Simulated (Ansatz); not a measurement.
The compound is Rb2VF6 (started from the K2PtCl6 type) (Fm-3m).

The structure was built from a prototype and need not be the compound's stable phase.

```
Rb V F
1.0
     0.00000    4.10450    4.10450
     4.10450    0.00000    4.10450
     4.10450    4.10450    0.00000
Rb V F
2 1 6
Cartesian
  2.0523 2.0523 2.0523
  6.1568 6.1568 6.1568
  0.0000 0.0000 0.0000
  4.1045 4.1045 1.8262
  4.1045 4.1045 6.3828
  4.1045 1.8262 4.1045
  4.1045 6.3828 4.1045
  1.8262 4.1045 4.1045
  6.3828 4.1045 4.1045
```

The structure was relaxed with LDA. The structure type comes from a generator and need not be one that this composition takes. The structure was generated from a model, not taken from a measurement. The runs that relaxed it are not among those shown. The program's search for lower electronic states was switched off, so nothing shows that the state found is the lowest. PAW set soft_2, made with PBE.

A constrained-RPA run (Ansatz 0.2.0; non-magnetic LDA; V d, bands v1 to c4, 4×4×4 mesh, medium accuracy) builds 5 functions on bands 3.1 eV wide, with 1.0 electrons in the window. The bare on-site interaction is 17.4 eV and the bare J 0.57 eV.

What U and J survive the screening?

On the V d shell, U = 6.18 eV (36 % of the bare value), U′ = 5.25 eV, J = 0.43 eV.

The parent state is non-magnetic and the interaction static (zero frequency); U depends on the window and the orbitals, so it belongs to this model alone.

[Paths, hosts, dates, memory and timing lines, banners, echoed tables and standing remarks are left out of the program output.]

[Logs are printed without paths, hosts, clocks, repeated set-up lines and the standing remarks that a program may print on its own settings, such as how far it seeks lower states.]

[Runs of the session that timed out or met a known fault of the program may be left out.]

[Hosts, paths, dates, database ids (printed as entryN), source tags and the programs' standing remarks are cut or masked in the printed files.]
